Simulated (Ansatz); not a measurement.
# A hypothetical structure for BiB3

Starting from a made-up structure for BiB3, the aim is the relaxed cell, its shortest contacts and, where a second run follows, its electronic structure.

Program: Ansatz 0.2.0. Level of theory: DFT, PBE, plane-wave PAW, files of the set soft_1, scalar-relativistic, no spin, cell and ions relaxed at zero pressure; PAW set soft_1, in the first sound run; inputs show where later runs differ. Results are calculated unless marked as measured.

### Step 1. Starting point

It takes space group I4/mmm (No. 139, tetragonal). Conventional cell: a = 3.564 Å, b = 3.564 Å, c = 7.826 Å, α = 90.00°, β = 90.00°, γ = 90.00°. Bi has 12 B at 2.52 to 2.65 Å nearest. B has 8 B at 2.52 to 2.65 Å and 4 Bi at 2.65 Å nearest. Nearest to B lie 4 Bi at 2.52 Å. Farther neighbours are not listed.

### Step 2. Relaxation of the guess

The guess takes its coordinates from another compound and its volume from a rule, so the cell and any free coordinates are relaxed together.

Contents of input.yaml:

```yaml
crystal:
  lattice:
    - [-1.782, 1.782, 3.913]
    - [1.782, -1.782, 3.913]
    - [1.782, 1.782, -3.913]
  atoms:
    - { symbol: Bi, position: [0.0, 0.0, 0.0] }
    - { symbol: B, position: [0.25, 0.75, 0.5] }
    - { symbol: B, position: [0.75, 0.25, 0.5] }
    - { symbol: B, position: [0.5, 0.5, 0.0] }
kpoints:
  mp_grid: { grid: [10, 10, 10] }
scf:
  occupations: { method: fermi_dirac, width: 0.05 }
hamiltonian:
  xc: pbe
  pseudopotentials: { kind: paw, azcp: { folder: soft_1 } }
relax:
  f_tol: 0.015
  max_steps: 70
  cell: {}
output:
  forces: true
  stress: true
```

Command:

```bash
ansatz run input.yaml --threads 4 --pin off --max-ram 8192MiB --backend cpu --events-out ev --progress --plain --runs-dir out
```

Numbers of over 12 decimals in the logs are rounded to 6 here.

Output:

```text
Engine: ansatz 0.2.0, aarch64-unknown-linux-gnu
Pseudopotentials: kind: paw
Pseudopotential: Bi, paw, valence charge 15, recommended cutoff 420 eV (normal), soft_1/Bi.paw.azcp
Pseudopotential: B, paw, valence charge 3, recommended cutoff 420 eV (normal), soft_1/B.paw.azcp
Functional definition: PBE
  parameter kappa = 0.804
  parameter beta = 0.066725
  exchange = pbe_x(kappa = kappa, mu = beta*pi^2/3)
  correlation = pbe_c(beta = beta)
Crystal: 4 atoms, lattice volume = 49.703 Å³
Basis set: ecut = 420 eV, 989 PW (Γ), exchange–correlation on 64×64×64 points (8 copies of the dense FFT grid, shifted against one another)
Bands: 16, of which v1, the nominal top of the filled ones, is band 12 counted from 1 (11 counted from 0)
Symmetry: 16 space group operations
Space group: I4/mmm (ITA 139), of the structure as read, at distance tolerance 3.7e-5 Å
k-points: 102 of 1000
Non-local potential: Bi, projectors of the file, l = 0: 2, l = 1: 2, l = 2: 2, l = 3: 1
Non-local potential: B, projectors of the file, l = 0: 2, l = 1: 2, l = 2: 1
PAW form: soft (Blöchl's): semilocal exchange-correlation on the pseudo side does not see the compensation charge
PAW one-centre angular grid: Bi, 590 points (default); XC on 64 Gauss nodes
PAW one-centre angular grid: B, 110 points (default); XC on 64 Gauss nodes
Initial density: superposition of atomic densities (chi_scale 0.1, normalization cell, long waves kept (reshape's long-wave potential 0.00 eV rms))
Initial wavefunctions: pseudopotential atomic-orbital guess
Functional: x = pbe(κ = 0.804, μ = 0.219515), c = pbe(β = 0.066725)
SCF iter   1: F=—  HF=-12857.762940 eV  |F-HF|=—  |Δ(HF+E_count)|=         —  Δρ=2.77e-2  dr2=7.72e-1  ethr=3.10e-3  ⟨swp⟩=5.8  Hψ=8553  notcnv=0
preconditioner: auto → Kerker (q_TF=auto, 2.417 Å⁻¹)  [metal: Δε(μ)=0.029 eV  Ē_g=14.440 eV  σ=0.050 eV  W_gap=0.14  n_scr=10 (ndim 8)  ℏωp=25.8 eV  f_vac=0.000  D(μ)=2.12/eV (n_scr^D=14)]
SCF iter   2: F=—  HF=-12857.582903 eV  |F-HF|=—  |Δ(HF+E_count)|=   1.80e-1  Δρ=1.67e-2  dr2=2.75e-1  ethr=3.10e-3  ⟨swp⟩=1.7  Hψ=2595  notcnv=0
SCF iter   3: F=—  HF=-12857.486505 eV  |F-HF|=—  |Δ(HF+E_count)|=   9.64e-2  Δρ=2.34e-3  dr2=3.04e-3  ethr=1.14e-3  ⟨swp⟩=2.0  Hψ=2663  notcnv=0  defer=3
SCF iter   4: F=—  HF=-12857.485821 eV  |F-HF|=—  |Δ(HF+E_count)|=   6.84e-4  Δρ=6.29e-4  dr2=2.03e-4  ethr=1.27e-5  ⟨swp⟩=2.4  Hψ=2637  notcnv=0  defer=3
SCF iter   5: F=—  HF=-12857.485785 eV  |F-HF|=—  |Δ(HF+E_count)|=   3.57e-5  Δρ=1.06e-4  dr2=5.88e-6  ethr=8.45e-7  ⟨swp⟩=2.6  Hψ=2287  notcnv=0  defer=3
SCF iter   6: F=—  HF=-12857.485774 eV  |F-HF|=—  |Δ(HF+E_count)|=   1.08e-5  Δρ=3.06e-5  dr2=6.04e-7  ethr=2.45e-8  ⟨swp⟩=2.7  Hψ=2906  notcnv=0  defer=3
SCF iter   7: F=-12857.485775 eV  HF=-12857.485775 eV  |F-HF|=8.29e-10  |Δ(HF+E_count)|=   2.71e-8  Δρ=6.07e-6  dr2=1.58e-8  ethr=4.17e-10  ⟨swp⟩=4.0  Hψ=5264  notcnv=0
SCF 1 converged in 7 iterations: F = -12857.485775 eV  dr2 = 1.58e-8
  greatest PAW one-centre occupation: 0.989 electrons in one spin orbital (limit 2), on the Bi atom at site 0 (counted from 0), in its partial waves of l = 2
relax step   1: F+E_penalty+E_count = -12857.48577453 eV  Δ(F+E_penalty+E_count) = +0.000e0 eV  max|allowed force component| = 2.255e-17 eV/Å  Δτ_max = 0.0000 Å  P = +11.603 GPa  Ω = 49.703 Å³  (7 SCF iters, dr2 threshold 1.00e-7 eV, accepted)
Crystal: 4 atoms, lattice volume = 55.098 Å³
Basis set: ecut = 420 eV, 1073 PW (Γ), exchange–correlation on 64×64×64 points (8 copies of the dense FFT grid, shifted against one another)
Initial density: handed on by an earlier stage of this run
Initial wavefunctions: those handed on with the density
iter 1 solved again at ethr=1.27e-4 eV; its pass at ethr=3.10e-3 eV (dr2=3.05e-2 eV) is discarded
SCF iter   1: F=—  HF=-12857.698806 eV  |F-HF|=—  |Δ(HF+E_count)|=         —  Δρ=5.21e-3  dr2=3.07e-2  ethr=1.27e-4  ⟨swp⟩=1.0  Hψ=10811  notcnv=0
preconditioner: auto → Kerker (q_TF=auto, 2.375 Å⁻¹)  [metal: Δε(μ)=0.016 eV  Ē_g=14.835 eV  σ=0.050 eV  W_gap=0.08  n_scr=10 (ndim 8)  ℏωp=24.5 eV  f_vac=0.000  D(μ)=1.90/eV (n_scr^D=14)]
SCF iter   2: F=—  HF=-12857.691848 eV  |F-HF|=—  |Δ(HF+E_count)|=   6.96e-3  Δρ=2.94e-3  dr2=9.62e-3  ethr=1.27e-4  ⟨swp⟩=1.3  Hψ=1680  notcnv=0
SCF iter   3: F=—  HF=-12857.688852 eV  |F-HF|=—  |Δ(HF+E_count)|=   3.00e-3  Δρ=3.45e-4  dr2=6.95e-5  ethr=4.01e-5  ⟨swp⟩=2.0  Hψ=2633  notcnv=0
SCF iter   4: F=—  HF=-12857.688841 eV  |F-HF|=—  |Δ(HF+E_count)|=   1.14e-5  Δρ=1.25e-4  dr2=8.07e-6  ethr=2.90e-7  ⟨swp⟩=2.4  Hψ=2321  notcnv=0
SCF iter   5: F=-12857.688842 eV  HF=-12857.688842 eV  |F-HF|=8.23e-8  |Δ(HF+E_count)|=   9.07e-7  Δρ=2.01e-5  dr2=2.39e-7  ethr=1.67e-9  ⟨swp⟩=3.1  Hψ=6759  notcnv=0
SCF 2 converged in 5 iterations: F = -12857.688842 eV  dr2 = 2.39e-7
relax step   2: F+E_penalty+E_count = -12857.68884153 eV  Δ(F+E_penalty+E_count) = -2.031e-1 eV  max|allowed force component| = 1.214e-17 eV/Å  Δτ_max = 0.0000 Å  P = +0.168 GPa  Ω = 55.098 Å³  energy of the carried Pulay correction = -2.110e-3 eV  (5 SCF iters, dr2 threshold 4.00e-7 eV, accepted)
Crystal: 4 atoms, lattice volume = 55.528 Å³
Basis set: ecut = 420 eV, 1067 PW (Γ), exchange–correlation on 64×64×64 points (8 copies of the dense FFT grid, shifted against one another)
iter 1 solved again at ethr=2.91e-5 eV; its pass at ethr=3.10e-3 eV (dr2=6.99e-3 eV) is discarded
SCF iter   1: F=—  HF=-12857.723661 eV  |F-HF|=—  |Δ(HF+E_count)|=         —  Δρ=2.67e-3  dr2=6.99e-3  ethr=2.91e-5  ⟨swp⟩=1.0  Hψ=11107  notcnv=0
preconditioner: auto → Kerker (q_TF=auto, 2.372 Å⁻¹)  [metal: Δε(μ)=0.024 eV  Ē_g=14.703 eV  σ=0.050 eV  W_gap=0.12  n_scr=10 (ndim 8)  ℏωp=24.4 eV  f_vac=0.000  D(μ)=1.98/eV (n_scr^D=14)]
SCF iter   2: F=—  HF=-12857.722433 eV  |F-HF|=—  |Δ(HF+E_count)|=   1.23e-3  Δρ=1.21e-3  dr2=9.64e-4  ethr=2.91e-5  ⟨swp⟩=1.3  Hψ=1676  notcnv=0
SCF iter   3: F=—  HF=-12857.722255 eV  |F-HF|=—  |Δ(HF+E_count)|=   1.78e-4  Δρ=4.04e-4  dr2=8.73e-5  ethr=4.01e-6  ⟨swp⟩=1.3  Hψ=1670  notcnv=0
SCF iter   4: F=—  HF=-12857.722213 eV  |F-HF|=—  |Δ(HF+E_count)|=   4.19e-5  Δρ=4.40e-5  dr2=1.16e-6  ethr=3.64e-7  ⟨swp⟩=1.6  Hψ=2011  notcnv=0
SCF iter   5: F=-12857.722213 eV  HF=-12857.722213 eV  |F-HF|=5.38e-9  |Δ(HF+E_count)|=   2.30e-7  Δρ=7.50e-6  dr2=3.09e-8  ethr=1.67e-9  ⟨swp⟩=4.0  Hψ=5326  notcnv=0
SCF 3 converged in 5 iterations: F = -12857.722213 eV  dr2 = 3.09e-8
relax step   3: F+E_penalty+E_count = -12857.72221340 eV  Δ(F+E_penalty+E_count) = -3.337e-2 eV  max|allowed force component| = 1.084e-17 eV/Å  Δτ_max = 0.0000 Å  P = -0.680 GPa  Ω = 55.528 Å³  energy of the carried Pulay correction = -2.271e-3 eV  (5 SCF iters, dr2 threshold 4.00e-7 eV, accepted)
[... from here on, the SCF cycles and remarks between the steps are left out ...]
relax step   4: F+E_penalty+E_count = -12857.79494591 eV  Δ(F+E_penalty+E_count) = -7.273e-2 eV  max|allowed force component| = 8.674e-18 eV/Å  Δτ_max = 0.0000 Å  P = -0.651 GPa  Ω = 55.293 Å³  energy of the carried Pulay correction = -2.188e-3 eV  (5 SCF iters, dr2 threshold 4.00e-7 eV, accepted)
relax step   5: F+E_penalty+E_count = -12857.89429365 eV  Δ(F+E_penalty+E_count) = -9.935e-2 eV  max|allowed force component| = 3.469e-18 eV/Å  Δτ_max = 0.0000 Å  P = +0.047 GPa  Ω = 54.501 Å³  energy of the carried Pulay correction = -1.899e-3 eV  (6 SCF iters, dr2 threshold 4.00e-7 eV, accepted)
relax step   6: F+E_penalty+E_count = -12857.98223681 eV  Δ(F+E_penalty+E_count) = -8.794e-2 eV  max|allowed force component| = 2.958e-31 eV/Å  Δτ_max = 0.0000 Å  P = +0.931 GPa  Ω = 53.805 Å³  energy of the carried Pulay correction = -1.641e-3 eV  (6 SCF iters, dr2 threshold 4.00e-7 eV, accepted)
relax step   7: F+E_penalty+E_count = -12857.97782287 eV  Δ(F+E_penalty+E_count) = +4.414e-3 eV  max|allowed force component| = 6.939e-18 eV/Å  Δτ_max = 0.0000 Å  P = +2.001 GPa  Ω = 53.768 Å³  energy of the carried Pulay correction = -1.632e-3 eV  (6 SCF iters, dr2 threshold 4.00e-7 eV, rejected (line search))
relax step   8: F+E_penalty+E_count = -12857.99736549 eV  Δ(F+E_penalty+E_count) = -1.513e-2 eV  max|allowed force component| = 9.541e-18 eV/Å  Δτ_max = 0.0000 Å  P = +0.213 GPa  Ω = 54.394 Å³  energy of the carried Pulay correction = -1.865e-3 eV  (8 SCF iters, accepted)
relax step   9: F+E_penalty+E_count = -12857.99759876 eV  Δ(F+E_penalty+E_count) = -2.333e-4 eV  max|allowed force component| = 6.939e-18 eV/Å  Δτ_max = 0.0000 Å  P = +0.025 GPa  Ω = 54.535 Å³  energy of the carried Pulay correction = -1.919e-3 eV  (4 SCF iters, dr2 threshold 4.00e-7 eV, accepted)
relax step  10: F+E_penalty+E_count = -12857.99759567 eV  Δ(F+E_penalty+E_count) = +3.090e-6 eV  max|allowed force component| = 8.674e-19 eV/Å  Δτ_max = 0.0000 Å  P = -0.018 GPa  Ω = 54.553 Å³  energy of the carried Pulay correction = -1.926e-3 eV  (4 SCF iters, dr2 threshold 6.67e-9 eV, accepted)
relax step  11: F+E_penalty+E_count = -12858.02892599 eV  Δ(F+E_penalty+E_count) = -3.133e-2 eV  max|allowed force component| = 2.071e-30 eV/Å  Δτ_max = 0.0000 Å  P = +0.588 GPa  Ω = 54.553 Å³  stress off target by 1.63e0 GPa  SCF on the basis re-selected at this cell (its energy is not comparable with the rows above)  (7 SCF iters)
relax step  12: F+E_penalty+E_count = -12858.03209146 eV  Δ(F+E_penalty+E_count) = -3.165e-3 eV  max|allowed force component| = 2.602e-18 eV/Å  Δτ_max = 0.0000 Å  P = +0.145 GPa  Ω = 54.969 Å³  energy of the carried Pulay correction = -1.988e-4 eV  (4 SCF iters, dr2 threshold 4.00e-7 eV, accepted)
relax step  13: F+E_penalty+E_count = -12858.03273991 eV  Δ(F+E_penalty+E_count) = -6.485e-4 eV  max|allowed force component| = 2.602e-18 eV/Å  Δτ_max = 0.0000 Å  P = -0.076 GPa  Ω = 55.223 Å³  energy of the carried Pulay correction = -3.257e-4 eV  (4 SCF iters, dr2 threshold 4.00e-7 eV, accepted)
relax step  14: F+E_penalty+E_count = -12858.03280660 eV  Δ(F+E_penalty+E_count) = -6.669e-5 eV  max|allowed force component| = 5.204e-18 eV/Å  Δτ_max = 0.0000 Å  P = -0.005 GPa  Ω = 55.210 Å³  energy of the carried Pulay correction = -3.200e-4 eV  (4 SCF iters, dr2 threshold 4.50e-8 eV, accepted)
iter 1 solved again at ethr=1.33e-7 eV; its pass at ethr=3.10e-3 eV (dr2=3.20e-5 eV) is discarded
SCF iter   1: F=—  HF=-12858.033140 eV  |F-HF|=—  |Δ(HF+E_count)|=         —  Δρ=9.69e-5  dr2=1.55e-7  ethr=1.33e-7  ⟨swp⟩=3.4  Hψ=13604  notcnv=0
preconditioner: auto → Kerker (q_TF=auto, 2.375 Å⁻¹)  [metal: Δε(μ)=0.026 eV  Ē_g=14.895 eV  σ=0.050 eV  W_gap=0.13  n_scr=10 (ndim 8)  ℏωp=24.5 eV  f_vac=0.000  D(μ)=1.56/eV (n_scr^D=10)]
SCF iter   2: F=—  HF=-12858.033154 eV  |F-HF|=—  |Δ(HF+E_count)|=   1.39e-5  Δρ=4.93e-5  dr2=4.29e-8  ethr=6.45e-10  ⟨swp⟩=2.2  Hψ=2445  notcnv=0
SCF iter   3: F=—  HF=-12858.033159 eV  |F-HF|=—  |Δ(HF+E_count)|=   5.21e-6  Δρ=1.36e-6  dr2=7.23e-10  ethr=1.79e-10  ⟨swp⟩=2.0  Hψ=2340  notcnv=0
SCF iter   4: F=—  HF=-12858.033159 eV  |F-HF|=—  |Δ(HF+E_count)|=  2.13e-10  Δρ=6.97e-7  dr2=1.27e-10  ethr=3.01e-12  ⟨swp⟩=2.5  Hψ=2859  notcnv=0
SCF iter   5: F=-12858.033159 eV  HF=-12858.033159 eV  |F-HF|=1.09e-11  |Δ(HF+E_count)|=  6.38e-10  Δρ=8.88e-8  dr2=3.27e-12  ethr=1.00e-12  ⟨swp⟩=4.0  Hψ=5215  notcnv=0
SCF 15 converged in 5 iterations: F = -12858.033159 eV  dr2 = 3.27e-12
relax step  15: F+E_penalty+E_count = -12858.03315930 eV  Δ(F+E_penalty+E_count) = -3.527e-4 eV  max|allowed force component| = 6.072e-18 eV/Å  Δτ_max = 0.0000 Å  P = -0.007 GPa  Ω = 55.210 Å³  stress off target by 2.05e-2 GPa  SCF on the basis re-selected at this cell (its energy is not comparable with the rows above)  (5 SCF iters)
basis re-selected at this cell: Δ(F+E_penalty+E_count) = -3.527e-4 eV, ΔP = -0.003 GPa vs the last step (what re-selecting the basis moved, of the pressure what is left beyond the Pulay correction that the steps carried, after the strain that the cell walked since its last selection, with what the two solves' SCF thresholds leave and, on support functions, any second-order correction that the steps lacked; it is no m [...]
SCF converged after 5 iterations
Free energy (F): -12858.033159 eV
Harris-Foulkes:  -12858.033159 eV  (|F-HF|=1.09e-11)
Internal energy: -12858.020542 eV  (E = F + TS)
E sigma→0 (E₀):  -12858.026851 eV
Entropy (-TS):   -0.012617 eV (-3.154 meV/atom)
Fermi energy:    10.480093 eV
--- Per-component energies (eV) ---
  E_band       = -55.091734
  E_kinetic    = 373.842155
  E_local      = -1422.324152  (includes V_loc(G=0)·N_el)
  E_nonlocal   = 442.231186
  E_hartree    = 545.015214
  E_xc         = -241.296185
  E_vxc        = -235.765743  (∫ρ·V_xc dr)
  E_paw        = -10898.423618  (= ΣΔE_a)
  E_vpaw       = -303.105838  (= ΣTr[D̂ρ^β])
  E_aug_tail   = 0.000233  (compensation charges beyond the density's cutoff)
  E_ewald      = -1657.065374
  E_smearing   = -0.012617  (= −TS)
  E_closure    = 0.000000  (closes the sum)
  Σ components = -12858.033159   (vs F -12858.033159, Δ=0.00e0)
--- Forces (eV/Å), atoms counted from 1 ---
  atom   1  Bi    -0.00000000     0.00000000    -0.00000000
  atom   2  B      0.00000000     0.00000000     0.00000000
  atom   3  B      0.00000000     0.00000000     0.00000000
  atom   4  B     -0.00000000     0.00000000     0.00000000
  max |Σ_I F_I| component: 1.73e-17 eV/Å
--- Stress (GPa, compression-positive) ---
       -0.020491      -0.000000       0.000000
       -0.000000      -0.020491       0.000000
        0.000000       0.000000       0.018487
  P = ⅓ Tr σ = -0.0075 GPa (-0.075 kbar)
--- Relaxed structure (13 steps of the walk, 12 accepted, 2 SCFs on fresh bases) ---
  F+E_penalty+E_count = -12858.03315930 eV   max|allowed force component| = 6.072e-18 eV/Å   (the final SCF, on the basis selected at the relaxed cell)
  cell:  # Å, volume = 55.2100 Å³
    - [-1.672624, 1.672624, 4.933563]
    - [1.672624, -1.672624, 4.933563]
    - [1.672624, 1.672624, -4.933563]
  atoms:
    - { symbol: Bi, position: [0, 0, 0] }
    - { symbol: B, position: [0.250000, 0.750000, 0.500000] }
    - { symbol: B, position: [0.750000, 0.250000, 0.500000] }
    - { symbol: B, position: [0.500000, 0.500000, 0] }
```

Run time: 15 s. Hardware: 4 threads of Arm Neoverse V2, shared host; peak memory 0.44 GiB.

Step by step:

| step | energy less that of the first step (eV) | largest force component (eV/Å) | pressure (GPa) | volume (Å³) |
| --- | --- | --- | --- | --- |
| 1 | 0.0000 | 0.0000 | 11.60 | 49.70 |
| 2 | -0.2031 | 0.0000 | 0.17 | 55.10 |
| 3 | -0.2364 | 0.0000 | -0.68 | 55.53 |
| 4 | -0.3092 | 0.0000 | -0.65 | 55.29 |
| 5 | -0.4085 | 0.0000 | 0.05 | 54.50 |
| 6 | -0.4965 | 0.0000 | 0.93 | 53.81 |
| 7 | -0.4920 | 0.0000 | 2.00 | 53.77 |
| 8 | -0.5116 | 0.0000 | 0.21 | 54.39 |
| 9 | -0.5118 | 0.0000 | 0.02 | 54.53 |
| 10 | -0.5118 | 0.0000 | -0.02 | 54.55 |
| 11* | -0.5432 | 0.0000 | 0.59 | 54.55 |
| 12 | -0.5463 | 0.0000 | 0.15 | 54.97 |
| 13 | -0.5470 | 0.0000 | -0.08 | 55.22 |
| 14 | -0.5470 | 0.0000 | 0.00 | 55.21 |
| 15* | -0.5474 | 0.0000 | -0.01 | 55.21 |

Relaxation steps marked * repeat the geometry before them on a plane-wave basis chosen anew for their cell, so energy and pressure can jump there. Relaxation step 7 was tried and not accepted.

The run keeps the 16 symmetry operations that it works with, so distortions that break them were not tested.

| cell as run | before | after | change |
| --- | --- | --- | --- |
| a (Å) | 4.654 | 5.471 | +17.6 % |
| b (Å) | 4.654 | 5.471 | +17.6 % |
| c (Å) | 4.654 | 5.471 | +17.6 % |
| α (°) | 134.98 | 144.40 | +7.0 % |
| β (°) | 134.98 | 144.40 | +7.0 % |
| γ (°) | 65.57 | 51.23 | -21.9 % |
| volume (Å³/atom) | 12.43 | 13.80 | +11.1 % |

Final coordinates:

```xyz
4
Lattice="-1.6726 1.6726 4.9336 1.6726 -1.6726 4.9336 1.6726 1.6726 -4.9336" Properties=species:S:1:pos:R:3 pbc="T T T"
Bi    0.0000    0.0000    0.0000
B     1.6726    0.0000    2.4668
B     0.0000    1.6726    2.4668
B     0.0000    0.0000    4.9336
```

This step gave:

```
free energy             : -12858.0332 eV
energy at zero smearing : -12858.0269 eV
smearing term TS        : 0.01262 eV
Fermi energy            : 10.48 eV
electrons               : 24
symmetry operations     : 16
pressure                : -0.007498 GPa
```

The shortest distance of each pair, which need not be the same contact before and after:

| pair | guess (Å) | relaxed (Å) |
| --- | --- | --- |
| B–B | 2.520 | 2.365 |
| B–Bi | 2.520 | 2.365 |
| Bi–Bi | 3.564 | 3.345 |

The relaxation ends with a pressure of -0.01 GPa.

[end of part 1 of 2]

[Logs are printed without paths, hosts, clocks, repeated set-up lines and the standing remarks that a program may print on its own settings, such as how far it seeks lower states.]

[Hosts, paths, dates, database ids (printed as entryN), source tags and the programs' standing remarks are cut or masked in the printed files.]
